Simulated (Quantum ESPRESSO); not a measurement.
# Energy and gap at +3 % biaxial strain: F-AlN-H chair, 1 layer

How the rows were computed: Quantum ESPRESSO 7.5 driven by ASE, PBE, GBRV ultrasoft, ESM (bc1); atomic heights clamped; cell area 8.684 Å² at zero strain.

| strain (%) | energy (meV a cell) | gap on the mesh (eV) |
| --- | --- | --- |
| −3 | 70.34 | 2.733 |
| −1.5 | 17.51 | 2.900 |
| 0 | 0.00 | 3.045 |
| +1.5 | 13.79 | 3.160 |

**Question.** What are energy and gap at +3 %, and how stiff is the sheet?

By hand: About zero, E'' = (17.51 + 13.79 − 2 × 0.00)/1.5² = 13.91 meV per %² and E' = (13.79 − 17.51)/3 = −1.24 meV per %. With E = A K ε², where K = (C11 + C22)/2 + C12 (C11 + C12 for a hexagonal sheet), K = 13.91 × 10/(2 × 8.684) × 16.02 = 128 N/m. The parabola gives E(+3 %) = 0.00 + 3 × (−1.24) + 4.5 × 13.91 = 58.9 meV. Continuing the last slope, the gap is 2 × 3.160 − 3.045 = 3.275 eV.

What the calculation gave: E = 55.3 meV and the gap 3.238 eV. The parabola misses by +3.6 meV, too high, since bonds soften under tension. The gap's line misses by +0.037 eV: the gap is not linear in strain.

Caveats: Clamped heights stiffen sheets with several planes. Semilocal gap, no spin-orbit coupling.
